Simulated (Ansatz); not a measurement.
# Rb2BaCl4 (I-42d): the host for defect calculations, part 2 of 3

Before any defect goes in: Rb2BaCl4 (I-42d) at rest, and how it screens a charge.

Ansatz 0.2.0; plane-wave PAW DFT, PBEsol; relaxation of the host's cell and atoms (the session's first sound run).

So far. Step 3 (Dielectric tensors of the host): The principal values of the electronic dielectric tensor are 2.87, 2.91 and 2.91. The principal values of the static dielectric tensor are 7.56, 7.56 and 9.13. The relaxed cell has a = 9.404, c = 9.543 Å (conventional setting).

### 4. Primitive cell on a dense mesh

A dense mesh gives the host's converged energy, against which the supercell's sampling is tested.

This step: plane-wave PAW DFT, PBEsol; single point of the host's primitive cell on a dense mesh (Ansatz 0.2.0).

File dense/input.yaml:

```yaml
crystal:
  lattice:
    - [-4.7019449517, 4.7019449517, 4.771654314]
    - [4.7019449517, -4.7019449517, 4.771654314]
    - [4.7019449517, 4.7019449517, -4.771654314]
  atoms:
    - { symbol: Rb, position: [0.375, 0.512019135, 0.637019135] }
    - { symbol: Rb, position: [0.875, 0.737980865, 0.362980865] }
    - { symbol: Rb, position: [0.487980865, 0.125, 0.862980865] }
    - { symbol: Rb, position: [0.262019135, 0.625, 0.137019135] }
    - { symbol: Ba, position: [0.75, 0.25, 0.5] }
    - { symbol: Ba, position: [0.0, 0.0, 0.0] }
    - { symbol: Cl, position: [0.9685503007, 0.3584830067, 0.2501297221] }
    - { symbol: Cl, position: [0.1083532845, 0.7184205785, 0.7498702779] }
    - { symbol: Cl, position: [0.6416467155, 0.8915169933, 0.110067294] }
    - { symbol: Cl, position: [0.7814496993, 0.5315794215, 0.889932706] }
    - { symbol: Cl, position: [0.1084830067, 0.2185503007, 0.7501297221] }
    - { symbol: Cl, position: [0.4684205785, 0.3583532845, 0.2498702779] }
    - { symbol: Cl, position: [0.6415169933, 0.8916467155, 0.610067294] }
    - { symbol: Cl, position: [0.2815794215, 0.0314496993, 0.389932706] }
basis:
  ecutwfc: 420
  xc_grid: 2
hamiltonian:
  xc: pbesol
kpoints:
  mp_grid: { grid: [4, 4, 4] }
scf:
  occupations: { method: fermi_dirac, width: 0.01 }
  max_iter: 80
```

Command:

```console
> ansatz run input.yaml --threads 4 --pin off --max-ram 7536MiB --backend cpu --events-out ev --progress --plain --runs-dir out
```

Numbers of over 12 decimals in the logs are rounded to 6 here.

Log:

```text
[...]
Crystal: 14 atoms, lattice volume = 421.972 Å³
Basis set: ecut = 420 eV, 8247 PW (Γ), exchange–correlation on 120×120×120 points (8 copies of the dense FFT grid, shifted against one another)
Bands: 70, of which v1, the nominal top of the filled ones, is band 56 counted from 1 (55 counted from 0)
Symmetry: 8 space group operations
[...]
k-points: 13 of 64 (time reversal used)
[...]
SCF iter   1: F=—  HF=-33110.591233 eV  |F-HF|=—  |Δ(HF+E_count)|=         —  Δρ=3.55e-3  dr2=8.14e-2  ethr=1.77e-3  ⟨swp⟩=12.2  Hψ=4606  notcnv=0  defer=7
[...]
SCF iter   6: F=-33110.572123 eV  HF=-33110.572123 eV  |F-HF|=1.92e-7  |Δ(HF+E_count)|=   2.65e-6  Δρ=4.30e-6  dr2=1.16e-7  ethr=3.77e-10  ⟨swp⟩=3.0  Hψ=2057  notcnv=0
SCF 1 converged in 6 iterations: F = -33110.572123 eV  dr2 = 1.16e-7
[...]
SCF converged after 6 iterations
Free energy (F): -33110.572123 eV
[...]
Internal energy: -33110.572123 eV  (E = F + TS)
E sigma→0 (E₀):  -33110.572123 eV
Fermi energy:    5.537181 eV
[...]
```

The job ended after 7.5 s (4 threads of Arm Neoverse V1, shared host; peak memory 1 GiB; 28 s of CPU time).

### 5. Self-consistent run

This step: plane-wave PAW DFT, PBEsol; single point of the defect-free supercell, a test of its k-points (Ansatz 0.2.0).

System of this step: Rb2BaCl4 (I-42d). The cell holds 56 atoms: 16 Rb, 8 Ba and 32 Cl. Cell: a = 13.398 Å, b = 13.398 Å, c = 13.299 Å, α = 60.2°, β = 60.2°, γ = 59.5°.

File pristine.sampling/input.yaml:

```yaml
crystal:
  lattice:
    - [0.0, 9.4038899034, 9.5433086279]
    - [9.4038899034, 0.0, 9.5433086279]
    - [9.4038899034, 9.4038899034, 0.0]
  atoms:
    - { symbol: Rb, position: [0.2439904325, 0.3810095675, 0.5060095675] }
    - { symbol: Rb, position: [0.4939904325, 0.6310095675, 0.7560095675] }
    - { symbol: Rb, position: [0.7439904325, 0.8810095675, 0.0060095675] }
    - { symbol: Rb, position: [0.9939904325, 0.1310095675, 0.2560095675] }
    - { symbol: Rb, position: [0.1310095675, 0.9939904325, 0.6189904325] }
    - { symbol: Rb, position: [0.3810095675, 0.2439904325, 0.8689904325] }
    - { symbol: Rb, position: [0.6310095675, 0.4939904325, 0.1189904325] }
    - { symbol: Rb, position: [0.8810095675, 0.7439904325, 0.3689904325] }
    - { symbol: Rb, position: [0.1189904325, 0.7560095675, 0.4939904325] }
    - { symbol: Rb, position: [0.3689904325, 0.0060095675, 0.7439904325] }
    - { symbol: Rb, position: [0.6189904325, 0.2560095675, 0.9939904325] }
    - { symbol: Rb, position: [0.8689904325, 0.5060095675, 0.2439904325] }
    - { symbol: Rb, position: [0.0060095675, 0.3689904325, 0.8810095675] }
    - { symbol: Rb, position: [0.2560095675, 0.6189904325, 0.1310095675] }
    - { symbol: Rb, position: [0.5060095675, 0.8689904325, 0.3810095675] }
    - { symbol: Rb, position: [0.7560095675, 0.1189904325, 0.6310095675] }
    - { symbol: Ba, position: [0.125, 0.625, 0.875] }
    - { symbol: Ba, position: [0.375, 0.875, 0.125] }
    - { symbol: Ba, position: [0.625, 0.125, 0.375] }
    - { symbol: Ba, position: [0.875, 0.375, 0.625] }
    - { symbol: Ba, position: [0.0, 0.0, 0.0] }
    - { symbol: Ba, position: [0.25, 0.25, 0.25] }
    - { symbol: Ba, position: [0.5, 0.5, 0.5] }
    - { symbol: Ba, position: [0.75, 0.75, 0.75] }
    - { symbol: Cl, position: [0.0742595433, 0.4641922493, 0.3558389648] }
    - { symbol: Cl, position: [0.3242595433, 0.7141922493, 0.6058389648] }
    - { symbol: Cl, position: [0.5742595433, 0.9641922493, 0.8558389648] }
    - { symbol: Cl, position: [0.8242595433, 0.2141922493, 0.1058389648] }
    - { symbol: Cl, position: [0.2141922493, 0.8242595433, 0.8557092426] }
    - { symbol: Cl, position: [0.4641922493, 0.0742595433, 0.1057092426] }
    - { symbol: Cl, position: [0.7141922493, 0.3242595433, 0.3557092426] }
    - { symbol: Cl, position: [0.9641922493, 0.5742595433, 0.6057092426] }
    - { symbol: Cl, position: [0.2308389648, 0.4807092426, 0.6992595433] }
    - { symbol: Cl, position: [0.4808389648, 0.7307092426, 0.9492595433] }
    - { symbol: Cl, position: [0.7308389648, 0.9807092426, 0.1992595433] }
    - { symbol: Cl, position: [0.9808389648, 0.2307092426, 0.4492595433] }
    - { symbol: Cl, position: [0.2307092426, 0.9808389648, 0.3391922493] }
    - { symbol: Cl, position: [0.4807092426, 0.2308389648, 0.5891922493] }
    - { symbol: Cl, position: [0.7307092426, 0.4808389648, 0.8391922493] }
    - { symbol: Cl, position: [0.9807092426, 0.7308389648, 0.0891922493] }
    - { symbol: Cl, position: [0.0891922493, 0.1992595433, 0.7308389648] }
    - { symbol: Cl, position: [0.3391922493, 0.4492595433, 0.9808389648] }
    - { symbol: Cl, position: [0.5891922493, 0.6992595433, 0.2308389648] }
    - { symbol: Cl, position: [0.8391922493, 0.9492595433, 0.4808389648] }
    - { symbol: Cl, position: [0.1992595433, 0.0891922493, 0.9807092426] }
    - { symbol: Cl, position: [0.4492595433, 0.3391922493, 0.2307092426] }
    - { symbol: Cl, position: [0.6992595433, 0.5891922493, 0.4807092426] }
    - { symbol: Cl, position: [0.9492595433, 0.8391922493, 0.7307092426] }
    - { symbol: Cl, position: [0.1057092426, 0.3558389648, 0.0742595433] }
    - { symbol: Cl, position: [0.3557092426, 0.6058389648, 0.3242595433] }
    - { symbol: Cl, position: [0.6057092426, 0.8558389648, 0.5742595433] }
    - { symbol: Cl, position: [0.8557092426, 0.1058389648, 0.8242595433] }
    - { symbol: Cl, position: [0.1058389648, 0.8557092426, 0.2141922493] }
    - { symbol: Cl, position: [0.3558389648, 0.1057092426, 0.4641922493] }
    - { symbol: Cl, position: [0.6058389648, 0.3557092426, 0.7141922493] }
    - { symbol: Cl, position: [0.8558389648, 0.6057092426, 0.9641922493] }
basis:
  ecutwfc: 420
  xc_grid: 2
hamiltonian:
  xc: pbesol
kpoints:
  mp_grid: { grid: [1, 1, 1], shift: [0.25, 0.25, 0.25] }
scf:
  occupations: { method: fermi_dirac, width: 0.01 }
  max_iter: 80
```

Log:

```text
[...]
Crystal: 56 atoms, lattice volume = 1687.890 Å³
Basis set: ecut = 420 eV, 33023 PW (Γ), exchange–correlation on 180×180×180 points (8 copies of the dense FFT grid, shifted against one another)
Bands: 280, of which v1, the nominal top of the filled ones, is band 224 counted from 1 (223 counted from 0)
Symmetry: 8 space group operations
k-points: 1
[...]
SCF iter   1: F=—  HF=-132442.337265 eV  |F-HF|=—  |Δ(HF+E_count)|=         —  Δρ=3.55e-3  dr2=3.28e-1  ethr=1.77e-3  ⟨swp⟩=12.0  Hψ=1488  notcnv=0  defer=9
[...]
SCF iter   6: F=-132442.257624 eV  HF=-132442.257624 eV  |F-HF|=3.46e-7  |Δ(HF+E_count)|=   6.01e-6  Δρ=3.07e-6  dr2=2.85e-7  ethr=2.23e-10  ⟨swp⟩=3.0  Hψ=700  notcnv=0
SCF 1 converged in 6 iterations: F = -132442.257624 eV  dr2 = 2.85e-7
[...]
SCF converged after 6 iterations
Free energy (F): -132442.257624 eV
[...]
Internal energy: -132442.257624 eV  (E = F + TS)
E sigma→0 (E₀):  -132442.257624 eV
Fermi energy:    5.626616 eV
[...]
```

It took 20 s on 4 threads; peak memory 2.6 GiB; 77 s of CPU time.

Numbers from this step:

```
energy over dense mesh : 5.51e-4 eV/atom
```

### 6. Defect free supercell relaxed from its symmetric sites

This cell, the one that will hold the defects, is built from the relaxed host. Its coarser k-points can move the atoms a little, so it is relaxed from the symmetric sites, as the reference for the test of stability.

This step: plane-wave PAW DFT, PBEsol; relaxation of the defect-free supercell from its symmetric sites (Ansatz 0.2.0).

pristine.symmetric/input.yaml, as its differences from pristine.sampling/input.yaml of step 5:

```diff
@@ -72 +72,12 @@
   max_iter: 80
+output:
+  forces: true
+relax:
+  f_tol: 0.01
+  max_steps: 60
+  escape_saddle: false
+checkpoint:
+  write: "../pristine.symmetric.run"
+  compress: false
+  write_wavefunctions: false
+  write_every: 100000
```

Log:

```text
[...]
Crystal: 56 atoms, lattice volume = 1687.890 Å³
Basis set: ecut = 420 eV, 33023 PW (Γ), exchange–correlation on 180×180×180 points (8 copies of the dense FFT grid, shifted against one another)
Bands: 280, of which v1, the nominal top of the filled ones, is band 224 counted from 1 (223 counted from 0)
Symmetry: 8 space group operations
k-points: 1
[...]
SCF iter   1: F=—  HF=-132442.337265 eV  |F-HF|=—  |Δ(HF+E_count)|=         —  Δρ=3.55e-3  dr2=3.28e-1  ethr=1.77e-3  ⟨swp⟩=12.0  Hψ=1488  notcnv=0  defer=9
[...]
SCF iter   6: F=-132442.257624 eV  HF=-132442.257624 eV  |F-HF|=3.45e-7  |Δ(HF+E_count)|=   5.93e-6  Δρ=3.01e-6  dr2=2.73e-7  ethr=5.58e-10  ⟨swp⟩=4.0  Hψ=823  notcnv=0
SCF 1 converged in 6 iterations: F = -132442.257624 eV  dr2 = 2.73e-7
[...]
relax step   1: F+E_penalty+E_count = -132442.25762387 eV  Δ(F+E_penalty+E_count) = +0.000e0 eV  max|allowed force component| = 1.870e-3 eV/Å  Δτ_max = 0.0000 Å  (6 SCF iters, dr2 threshold 2.50e-6 eV, accepted)
[...]
SCF iter   3: F=-132442.257624 eV  HF=-132442.257624 eV  |F-HF|=2.23e-8  |Δ(HF+E_count)|=   2.25e-7  Δρ=4.99e-7  dr2=1.06e-8  ethr=2.23e-11  ⟨swp⟩=3.0  Hψ=724  notcnv=0
SCF 2 converged in 3 iterations: F = -132442.257624 eV  dr2 = 1.06e-8
relax step   2: F+E_penalty+E_count = -132442.25762399 eV  Δ(F+E_penalty+E_count) = -1.182e-7 eV  max|allowed force component| = 1.861e-3 eV/Å  Δτ_max = 0.0000 Å  (3 SCF iters, accepted)
SCF converged after 3 iterations
Free energy (F): -132442.257624 eV
[...]
Internal energy: -132442.257624 eV  (E = F + TS)
E sigma→0 (E₀):  -132442.257624 eV
Fermi energy:    5.626585 eV
[...]
--- Forces (eV/Å), atoms counted from 1 ---
  atom   1  Rb    -0.00107602     0.00020547     0.00028325
  atom   2  Rb    -0.00107602     0.00020547     0.00028325
  atom   3  Rb    -0.00107602     0.00020547     0.00028325
  atom   4  Rb    -0.00107602     0.00020547     0.00028325
  atom   5  Rb     0.00105856     0.00055394     0.00027665
  atom   6  Rb     0.00105856     0.00055394     0.00027665
  atom   7  Rb     0.00105856     0.00055394     0.00027665
  atom   8  Rb     0.00105856     0.00055394     0.00027665
  atom   9  Rb     0.00055394     0.00105856     0.00027665
  atom  10  Rb     0.00055394     0.00105856     0.00027665
  atom  11  Rb     0.00055394     0.00105856     0.00027665
  atom  12  Rb     0.00055394     0.00105856     0.00027665
  atom  13  Rb     0.00020547    -0.00107602     0.00028325
  atom  14  Rb     0.00020547    -0.00107602     0.00028325
  atom  15  Rb     0.00020547    -0.00107602     0.00028325
  atom  16  Rb     0.00020547    -0.00107602     0.00028325
  atom  17  Ba     0.00186116     0.00025449     0.00011208
  atom  18  Ba     0.00186116     0.00025449     0.00011208
  atom  19  Ba     0.00186116     0.00025449     0.00011208
  atom  20  Ba     0.00186116     0.00025449     0.00011208
  atom  21  Ba     0.00025449     0.00186116     0.00011208
  atom  22  Ba     0.00025449     0.00186116     0.00011208
  atom  23  Ba     0.00025449     0.00186116     0.00011208
  atom  24  Ba     0.00025449     0.00186116     0.00011208
  atom  25  Cl    -0.00026833     0.00133480    -0.00077849
  atom  26  Cl    -0.00026833     0.00133480    -0.00077849
  atom  27  Cl    -0.00026833     0.00133480    -0.00077849
  atom  28  Cl    -0.00026833     0.00133480    -0.00077849
  atom  29  Cl    -0.00061644    -0.00026277     0.00021933
  atom  30  Cl    -0.00061644    -0.00026277     0.00021933
  atom  31  Cl    -0.00061644    -0.00026277     0.00021933
  atom  32  Cl    -0.00061644    -0.00026277     0.00021933
  atom  33  Cl     0.00068846    -0.00084179     0.00042826
  atom  34  Cl     0.00068846    -0.00084179     0.00042826
  atom  35  Cl     0.00068846    -0.00084179     0.00042826
  atom  36  Cl     0.00068846    -0.00084179     0.00042826
  atom  37  Cl    -0.00104192    -0.00184977    -0.00054141
  atom  38  Cl    -0.00104192    -0.00184977    -0.00054141
  atom  39  Cl    -0.00104192    -0.00184977    -0.00054141
  atom  40  Cl    -0.00104192    -0.00184977    -0.00054141
[...]
atom  45  Cl    -0.00026277    -0.00061644     0.00021933
  atom  46  Cl    -0.00026277    -0.00061644     0.00021933
  atom  47  Cl    -0.00026277    -0.00061644     0.00021933
  atom  48  Cl    -0.00026277    -0.00061644     0.00021933
  atom  49  Cl    -0.00084179     0.00068846     0.00042826
  atom  50  Cl    -0.00084179     0.00068846     0.00042826
  atom  51  Cl    -0.00084179     0.00068846     0.00042826
  atom  52  Cl    -0.00084179     0.00068846     0.00042826
  atom  53  Cl    -0.00184977    -0.00104192    -0.00054141
  atom  54  Cl    -0.00184977    -0.00104192    -0.00054141
  atom  55  Cl    -0.00184977    -0.00104192    -0.00054141
  atom  56  Cl    -0.00184977    -0.00104192    -0.00054141
  max |Σ_I F_I| component: 2.58e-6 eV/Å
--- Relaxed structure (2 steps of the walk, 2 accepted, 0 SCFs on fresh bases) ---
  F+E_penalty+E_count = -132442.25762399 eV   max|allowed force component| = 1.861e-3 eV/Å
  atoms:
    - { symbol: Rb, position: [0.243990, 0.3810095675, 0.5060095675] }
    - { symbol: Rb, position: [0.493990, 0.631010, 0.7560095675] }
    - { symbol: Rb, position: [0.743990, 0.881010, 0.006010] }
    - { symbol: Rb, position: [0.9939904325, 0.131010, 0.256010] }
    - { symbol: Rb, position: [0.131010, 0.993990, 0.618990] }
    - { symbol: Rb, position: [0.3810095675, 0.243990, 0.8689904325] }
    - { symbol: Rb, position: [0.631010, 0.493990, 0.118990] }
    - { symbol: Rb, position: [0.881010, 0.743990, 0.368990] }
    - { symbol: Rb, position: [0.118990, 0.756010, 0.493990] }
    - { symbol: Rb, position: [0.368990, 0.006010, 0.7439904325] }
    - { symbol: Rb, position: [0.618990, 0.256010, 0.993990] }
    - { symbol: Rb, position: [0.8689904325, 0.506010, 0.243990] }
    - { symbol: Rb, position: [0.006010, 0.368990, 0.8810095675] }
    - { symbol: Rb, position: [0.256010, 0.618990, 0.131010] }
    - { symbol: Rb, position: [0.506010, 0.8689904325, 0.381010] }
    - { symbol: Rb, position: [0.756010, 0.118990, 0.631010] }
    - { symbol: Ba, position: [0.125000, 0.625, 0.875000] }
    - { symbol: Ba, position: [0.375000, 0.875000, 0.125] }
    - { symbol: Ba, position: [0.625, 0.125000, 0.375000] }
    - { symbol: Ba, position: [0.875000, 0.375000, 0.625000] }
    - { symbol: Ba, position: [0.0, 0.0, 0.0] }
    - { symbol: Ba, position: [0.250000, 0.250000, 0.250000] }
    - { symbol: Ba, position: [0.500000, 0.500000, 0.500000] }
    - { symbol: Ba, position: [0.750000, 0.750000, 0.750000] }
    - { symbol: Cl, position: [0.074260, 0.4641922493, 0.355839] }
    - { symbol: Cl, position: [0.324260, 0.714192, 0.605839] }
    - { symbol: Cl, position: [0.574260, 0.964192, 0.8558389648] }
    - { symbol: Cl, position: [0.824260, 0.214192, 0.105839] }
    - { symbol: Cl, position: [0.214192, 0.824260, 0.855709] }
    - { symbol: Cl, position: [0.4641922493, 0.074260, 0.105709] }
    - { symbol: Cl, position: [0.714192, 0.324260, 0.355709] }
    - { symbol: Cl, position: [0.964192, 0.574260, 0.605709] }
    - { symbol: Cl, position: [0.2308389648, 0.480709, 0.6992595433] }
    - { symbol: Cl, position: [0.4808389648, 0.730709, 0.9492595433] }
    - { symbol: Cl, position: [0.7308389648, 0.980709, 0.199260] }
    - { symbol: Cl, position: [0.9808389648, 0.230709, 0.449260] }
    - { symbol: Cl, position: [0.230709, 0.9808389648, 0.339192] }
    - { symbol: Cl, position: [0.480709, 0.230839, 0.589192] }
    - { symbol: Cl, position: [0.730709, 0.4808389648, 0.839192] }
    - { symbol: Cl, position: [0.9807092426, 0.730839, 0.089192] }
    - { symbol: Cl, position: [0.089192, 0.199260, 0.7308389648] }
    - { symbol: Cl, position: [0.3391922493, 0.449260, 0.980839] }
    - { symbol: Cl, position: [0.589192, 0.6992595433, 0.230839] }
    - { symbol: Cl, position: [0.839192, 0.949260, 0.4808389648] }
    - { symbol: Cl, position: [0.199260, 0.089192, 0.9807092426] }
    - { symbol: Cl, position: [0.449260, 0.339192, 0.230709] }
    - { symbol: Cl, position: [0.6992595433, 0.589192, 0.480709] }
    - { symbol: Cl, position: [0.949260, 0.839192, 0.730709] }
    - { symbol: Cl, position: [0.105709, 0.3558389648, 0.074260] }
    - { symbol: Cl, position: [0.355709, 0.6058389648, 0.3242595433] }
    - { symbol: Cl, position: [0.605709, 0.8558389648, 0.5742595433] }
    - { symbol: Cl, position: [0.855709, 0.105839, 0.8242595433] }
    - { symbol: Cl, position: [0.105839, 0.855709, 0.214192] }
    - { symbol: Cl, position: [0.3558389648, 0.1057092426, 0.464192] }
    - { symbol: Cl, position: [0.6058389648, 0.355709, 0.714192] }
    - { symbol: Cl, position: [0.8558389648, 0.605709, 0.964192] }
```

Run time: 34 s. Hardware: 4 threads; peak memory 2.6 GiB.

Hardly anything moved in the relaxation; the energy changed by under 0.2 meV an atom.

(Continued in part 3 of 3.)

[Logs are printed without paths, hosts, clocks, repeated set-up lines and the standing remarks that a program may print on its own settings, such as how far it seeks lower states.]

[Hosts, paths, dates, database ids (printed as entryN), source tags and the programs' standing remarks are cut or masked in the printed files.]

[Runs of the host that timed out are not shown.]

[For some hosts the program warned that the k-mesh of the response run may be too coarse for force constants and the static dielectric constant; such warnings are not always shown.]
